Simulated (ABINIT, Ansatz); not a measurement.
**Ba2IBrF2 (P4mm): G0W0 with ABINIT, start to end**

Wanted: ground state, empty states, screening and self-energy for Ba2IBrF2 (P4mm).

Program: ABINIT 10.8.3. Level of theory: PBEsol and many-body steps on it, plane waves. Results are calculated unless marked as measured.

This is a report of a sequence of runs, with most program output left out.

## 1. Starting point

It takes space group P4mm (No. 99, tetragonal). Conventional cell: a = 4.623 Å, b = 4.623 Å, c = 7.991 Å, α = 90.00°, β = 90.00°, γ = 90.00°. Ba has 4 F at 2.70 Å and 4 I at 3.59 Å and 2 Br at 3.89 to 4.10 Å nearest. Ba has 4 F at 2.73 Å and 4 Br at 3.50 Å and 2 I at 3.65 to 4.35 Å and 4 Ba at 4.34 Å nearest. Nearest to I lie 6 Ba at 3.59 to 4.35 Å. Nearest to Br lie 6 Ba at 3.50 to 4.10 Å and 4 F at 3.55 Å. Nearest to F lie 4 Ba at 2.70 to 2.73 Å. Farther neighbours and most contacts between anions are not listed.

The cell and positions are those that the Materials Project relaxed with its own functionals (PBE, PBE+U or r2SCAN), kept fixed. Spin-orbit coupling is left out unless a step names it.

## 2. Ground state

This step: ABINIT 10.8.3; DFT, PBEsol, plane waves, norm-conserving pseudopotentials.

The ground-state density comes first.

Contents of run.abi:

```
acell 3*1.0 Angstrom
rprim 
  4.623364000000 0.000000000000 0.000000000000
  0.000000000000 4.623364000000 0.000000000000
  0.000000000000 0.000000000000 7.991386000000
ntypat 4
znucl 56 53 35 9
natom 6
typat 1 1 2 3 4 4
xred 
  0.500000000000 0.500000000000 0.827396000000
  0.000000000000 0.000000000000 0.185191000000
  0.000000000000 0.000000000000 0.641387000000
  0.500000000000 0.500000000000 0.340098000000
  0.500000000000 0.000000000000 0.002964000000
  0.000000000000 0.500000000000 0.002964000000
pp_dirpath "pseudos"
pseudos "Ba.upf, I.upf, Br.upf, F.upf"
ecut 36
ngkpt 4 4 2
nshiftk 1
shiftk 0 0 0
kptopt 1
chksymbreak 0
nband 31
occopt 1
tolvrs 1e-08
nstep 60
prtwf 0
optforces 0
optstress 0
indata_prefix "in"
outdata_prefix "out"
tmpdata_prefix "tmp"
```

On the command line:

```
$ OMP_NUM_THREADS=1 mpirun -n 4 abinit run.abi > log
```

Elapsed: 90 s, on 4 MPI ranks of Arm Neoverse N1, shared host; peak memory 0.49 GiB; 6 min of CPU time.

Numbers from this step:

```yaml
total_energy: -3658.7997 eV
gap: 4.249 eV
k_of_the_valence_top: 0, 0, 0
k_of_the_conduction_bottom: 0, 0, 0
least_direct_gap: 4.249 eV
```

The gap is direct, at Γ.

## 3. Bands along the symmetry lines

Levels along a band path, at the cheap level, show where the edges lie and whether the meshes to come will hold them.

Contents of run.abi:

```
acell 3*1.0 Angstrom
rprim 
  4.623364000000 0.000000000000 0.000000000000
  0.000000000000 4.623364000000 0.000000000000
  0.000000000000 0.000000000000 7.991386000000
ntypat 4
znucl 56 53 35 9
natom 6
typat 1 1 2 3 4 4
xred 
  0.500000000000 0.500000000000 0.827396000000
  0.000000000000 0.000000000000 0.185191000000
  0.000000000000 0.000000000000 0.641387000000
  0.500000000000 0.500000000000 0.340098000000
  0.500000000000 0.000000000000 0.002964000000
  0.000000000000 0.500000000000 0.002964000000
pp_dirpath "pseudos"
pseudos "Ba.upf, I.upf, Br.upf, F.upf"
ecut 36
iscf -2
irdden 1
kptopt 0
nkpt 39
kpt 
  0.00000000 0.00000000 0.00000000
  0.00000000 0.12500000 0.00000000
  0.00000000 0.25000000 0.00000000
  0.00000000 0.37500000 0.00000000
  0.00000000 0.50000000 0.00000000
  0.12500000 0.50000000 0.00000000
  0.25000000 0.50000000 0.00000000
  0.37500000 0.50000000 0.00000000
  0.50000000 0.50000000 0.00000000
  0.37500000 0.37500000 0.00000000
  0.25000000 0.25000000 0.00000000
  0.12500000 0.12500000 0.00000000
  0.00000000 0.00000000 0.00000000
  0.00000000 0.00000000 0.12500000
  0.00000000 0.00000000 0.25000000
  0.00000000 0.00000000 0.37500000
  0.00000000 0.00000000 0.50000000
  0.00000000 0.12500000 0.50000000
  0.00000000 0.25000000 0.50000000
  0.00000000 0.37500000 0.50000000
  0.00000000 0.50000000 0.50000000
  0.12500000 0.50000000 0.50000000
  0.25000000 0.50000000 0.50000000
  0.37500000 0.50000000 0.50000000
  0.50000000 0.50000000 0.50000000
  0.37500000 0.37500000 0.50000000
  0.25000000 0.25000000 0.50000000
  0.12500000 0.12500000 0.50000000
  0.00000000 0.00000000 0.50000000
  0.00000000 0.50000000 0.00000000
  0.00000000 0.50000000 0.12500000
  0.00000000 0.50000000 0.25000000
  0.00000000 0.50000000 0.37500000
  0.00000000 0.50000000 0.50000000
  0.50000000 0.50000000 0.00000000
  0.50000000 0.50000000 0.12500000
  0.50000000 0.50000000 0.25000000
  0.50000000 0.50000000 0.37500000
  0.50000000 0.50000000 0.50000000
istwfk *1
nband 31
nbdbuf 2
tolwfr 1e-08
nstep 40
prtwf 0
prtvol 0
indata_prefix "in"
outdata_prefix "out"
tmpdata_prefix "tmp"
```

The job ended after 2.9 min (4 MPI ranks; peak memory 0.55 GiB; 12 min of CPU time).

Numbers from this step:

| Quantity | Value |
| --- | --- |
| gap | 4.249 eV |
| k of the valence top | 0, 0, 0 |
| k of the conduction bottom | 0, 0, 0 |
| least direct gap | 4.249 eV |

The gap is 4.249 eV, as in the run before at this level.

Electronic bands along the path, in eV, zero at the top of the highest filled band:

| point | band 21 | band 22 | band 23 | band 24 | band 25 | band 26 | band 27 | band 28 |
| --- | --- | --- | --- | --- | --- | --- | --- | --- |
| Γ | -0.86 | -0.18 | 0.00 | 0.00 | 4.25 | 4.56 | 5.00 | 5.65 |
| halfway | -0.87 | -0.54 | -0.19 | -0.17 | 5.03 | 5.25 | 5.53 | 5.68 |
| X | -0.85 | -0.41 | -0.41 | -0.33 | 5.00 | 5.06 | 5.52 | 5.58 |
| halfway | -0.78 | -0.58 | -0.43 | -0.39 | 5.22 | 5.39 | 5.51 | 5.66 |
| M | -0.81 | -0.69 | -0.54 | -0.54 | 5.24 | 5.38 | 6.22 | 6.22 |
| halfway | -0.91 | -0.58 | -0.30 | -0.26 | 5.17 | 5.25 | 5.59 | 5.96 |
| Γ | -0.86 | -0.18 | 0.00 | 0.00 | 4.25 | 4.56 | 5.00 | 5.65 |
| halfway | -0.84 | -0.39 | -0.02 | -0.02 | 4.39 | 4.97 | 5.39 | 5.44 |
| Z | -0.81 | -0.64 | -0.03 | -0.03 | 4.64 | 5.04 | 5.56 | 5.84 |
| halfway | -0.82 | -0.35 | -0.22 | -0.19 | 5.25 | 5.49 | 5.79 | 5.89 |
| R | -0.83 | -0.39 | -0.33 | -0.32 | 5.29 | 5.30 | 5.97 | 6.28 |
| halfway | -0.83 | -0.63 | -0.50 | -0.45 | 5.57 | 5.80 | 6.31 | 6.31 |
| A | -0.82 | -0.68 | -0.54 | -0.54 | 6.10 | 6.10 | 6.11 | 6.43 |
| halfway | -1.12 | -0.51 | -0.34 | -0.27 | 5.63 | 5.98 | 6.17 | 6.22 |
| Z | -0.81 | -0.64 | -0.03 | -0.03 | 4.64 | 5.04 | 5.56 | 5.84 |
| jump to X | -0.85 | -0.41 | -0.41 | -0.33 | 5.00 | 5.06 | 5.52 | 5.58 |
| halfway | -0.84 | -0.40 | -0.36 | -0.32 | 5.13 | 5.18 | 5.76 | 5.92 |
| R | -0.83 | -0.39 | -0.33 | -0.32 | 5.29 | 5.30 | 5.97 | 6.28 |
| jump to M | -0.81 | -0.69 | -0.54 | -0.54 | 5.24 | 5.38 | 6.22 | 6.22 |
| halfway | -0.82 | -0.68 | -0.54 | -0.54 | 5.56 | 5.78 | 6.15 | 6.15 |
| A | -0.82 | -0.68 | -0.54 | -0.54 | 6.10 | 6.10 | 6.11 | 6.43 |

## 4. Empty states on the mesh, 2×2×1 mesh, 117 bands

The sums over transitions need many empty states on a uniform mesh; this step solves for them.

Contents of run.abi:

```
acell 3*1.0 Angstrom
rprim 
  4.623364000000 0.000000000000 0.000000000000
  0.000000000000 4.623364000000 0.000000000000
  0.000000000000 0.000000000000 7.991386000000
ntypat 4
znucl 56 53 35 9
natom 6
typat 1 1 2 3 4 4
xred 
  0.500000000000 0.500000000000 0.827396000000
  0.000000000000 0.000000000000 0.185191000000
  0.000000000000 0.000000000000 0.641387000000
  0.500000000000 0.500000000000 0.340098000000
  0.500000000000 0.000000000000 0.002964000000
  0.000000000000 0.500000000000 0.002964000000
pp_dirpath "pseudos"
pseudos "Ba.upf, I.upf, Br.upf, F.upf"
ecut 36
ngkpt 2 2 1
nshiftk 1
shiftk 0 0 0
kptopt 1
chksymbreak 0
iscf -2
irdden 1
istwfk *1
nband 117
nbdbuf 10
tolwfr 1e-09
nstep 60
prtvol 0
indata_prefix "in"
outdata_prefix "out"
tmpdata_prefix "tmp"
```

On the command line:

```
$ OMP_NUM_THREADS=1 mpirun -n 3 abinit run.abi > log
```

It took 90 s on 3 MPI ranks; peak memory 0.37 GiB.

Numbers from this step:

```yaml
gap: 4.249 eV
k_of_the_valence_top: 0, 0, 0
k_of_the_conduction_bottom: 0, 0, 0
least_direct_gap: 4.249 eV
k_points_computed: 3
lowest_point_of_the_top_converged_band_above_the_valence_top: 31.66 eV
```

On this mesh the gap is 4.249 eV.

## 5. Screening, 2×2×1 mesh, 107 bands, screening to 98 eV

The RPA dielectric matrix is built and inverted for each q.

This step: RPA screening on PBEsol, plane waves, norm-conserving pseudopotentials.

Edit run.abi of step 4 so:

```diff
@@ -24,10 +24,11 @@
 chksymbreak 0
-iscf -2
-irdden 1
 istwfk *1
-nband 117
-nbdbuf 10
-tolwfr 1e-09
-nstep 60
-prtvol 0
+occopt 1
+irdwfk 1
+optdriver 3
+nband 107
+ecuteps 3.6
+inclvkb 2
+awtr 1
+symchi 1
 indata_prefix "in"
```

On the command line:

```
$ OMP_NUM_THREADS=1 mpirun -n 4 abinit run.abi > log
```

The job ended after 40 s (4 MPI ranks; peak memory 1.1 GiB; 2.7 min of CPU time).

Numbers from this step:

```
ε∞ with local fields, on this mesh, along the program's q direction : 3.677
the same without local fields                                       : 4.307
plasma frequency                                                    : 19.68 eV
plane waves in the screening matrix                                 : 385
```

Local fields lower ε∞ by 15 %. On a Γ-centred mesh this coarse the value itself is usually too large, while a short band sum pulls it down.

## 6. Self-energy, 2×2×1 mesh, 107 bands, screening to 98 eV

The self-energy is evaluated for the states that the input lists, and the levels follow from it, in one-shot runs by the linearised quasiparticle equation.

This step: G0W0 on PBEsol, plane waves, norm-conserving pseudopotentials.

Edit run.abi of step 5 so:

```diff
@@ -27,8 +27,15 @@
 irdwfk 1
-optdriver 3
+optdriver 4
 nband 107
+gwcalctyp 0
+ecutsigx 36
+symsigma 1
+nkptgw 1
+kptgw 
+  0.0000000000 0.0000000000 0.0000000000
+bdgw 
+  23 26
 ecuteps 3.6
-inclvkb 2
-awtr 1
-symchi 1
+irdscr 1
+ppmodel 1
 indata_prefix "in"
```

Run time: 12 s. Hardware: 4 MPI ranks; peak memory 0.87 GiB; 46 s of CPU time.

Numbers from this step:

```yaml
g0w0_gap_on_the_points_computed: 6.141 eV
starting_gap_on_the_mesh: 4.249 eV
k_of_the_valence_top: 0, 0, 0
k_of_the_conduction_bottom: 0, 0, 0
z_at_the_valence_top: 0.821
z_at_the_conduction_bottom: 0.844
least_direct_g0w0_gap_on_the_computed_points: 6.141 eV
```

The gap on the mesh goes from 4.25 eV to 6.14 eV, a correction of +1.89 eV.

Limits: finite bands, cutoff and mesh; no spin-orbit coupling; coarse k mesh. v1 is the top filled band, c1 the lowest empty one. The levels before and after the correction (eV, zero at the valence-band top of each column):

|  | conduction bottom | valence top |
| --- | --- | --- |
| Kohn-Sham | 4.25 | 0.00 |
| G0W0 | 6.14 | 0.00 |

|  | level | energy (eV) |
| --- | --- | --- |
| Kohn-Sham | Γ v2-v1 | 0.000 |
| Kohn-Sham | Γ c1 | 4.249 |
| Kohn-Sham | Γ c2 | 4.556 |
| G0W0 | Γ v2-v1 | 0.000 |
| G0W0 | Γ c1 | 6.141 |
| G0W0 | Γ c2 | 6.452 |

## 7. Where the time went

Times are wall times on the hardware named with each run, good to a factor of about two.

| step | time | share | memory (GiB) |
| --- | --- | --- | --- |
| ground state | 90 s | 22 % | 0.49 |
| bands along the symmetry lines | 2.9 min | 43 % | 0.55 |
| empty states on the mesh | 90 s | 22 % | 0.37 |
| screening | 40 s | 10 % | 1.1 |
| self-energy | 12 s | 3 % | 0.87 |

## 8. Outcome

```json
{"PBEsol gap": "4.25 eV, direct", "G0W0 gap on the mesh": "6.14 eV", "GW settings": "2×2×1 mesh, 107 bands, screening to 98 eV, Godby-Needs plasmon pole", "known limits": "not at the basis limit; no spin-orbit coupling; coarse k mesh"}
```

G0W0 moves the gap on the mesh from 4.25 eV to 6.14 eV (+1.89 eV), with Z of 0.82 and 0.84 at the edges. Local fields lower the RPA ε∞ on this mesh from 4.31 to 3.68; a Γ-centred mesh this coarse tends to raise both, most where the direct gap is narrow, while a short band sum lowers them. Only 1 of the mesh's irreducible points was corrected, so a valley elsewhere could overtake. The dearest step here is «bands along the symmetry lines». Bands and cutoff are finite, so the gap is not at the basis limit. The miss can reach some tenths of an eV and take either sign; the mesh is an error of its own. In the G0W0 run levels were corrected at 1 k point alone, so a gap called «on the mesh» is the least over those, and an edge elsewhere would be missed. The 2×2×1 mesh is coarse for this cell, which bears on the long-range parts of exchange and screening. The many-body steps are scalar-relativistic: spin-orbit coupling is not in them.

[Paths, hosts, dates, memory and timing lines, banners, echoed tables and standing remarks are left out of the program output.]

[Logs are printed without paths, hosts, clocks, repeated set-up lines and the standing remarks that a program may print on its own settings, such as how far it seeks lower states.]

[Runs of the session that timed out or met a known fault of the program may be left out.]

[Hosts, paths, dates, database ids (printed as entryN), source tags and the programs' standing remarks are cut or masked in the printed files.]

[G0W0 gaps are taken among the corrected bands and points alone; a level outside them can change the order at an edge.]

[Where Ansatz stands beside ABINIT at settings called matched, ABINIT's density can come from a denser mesh and the files from another edition; pairs whose starting gaps differed by over 0.03 eV were left out, so agreement reads better than it is.]
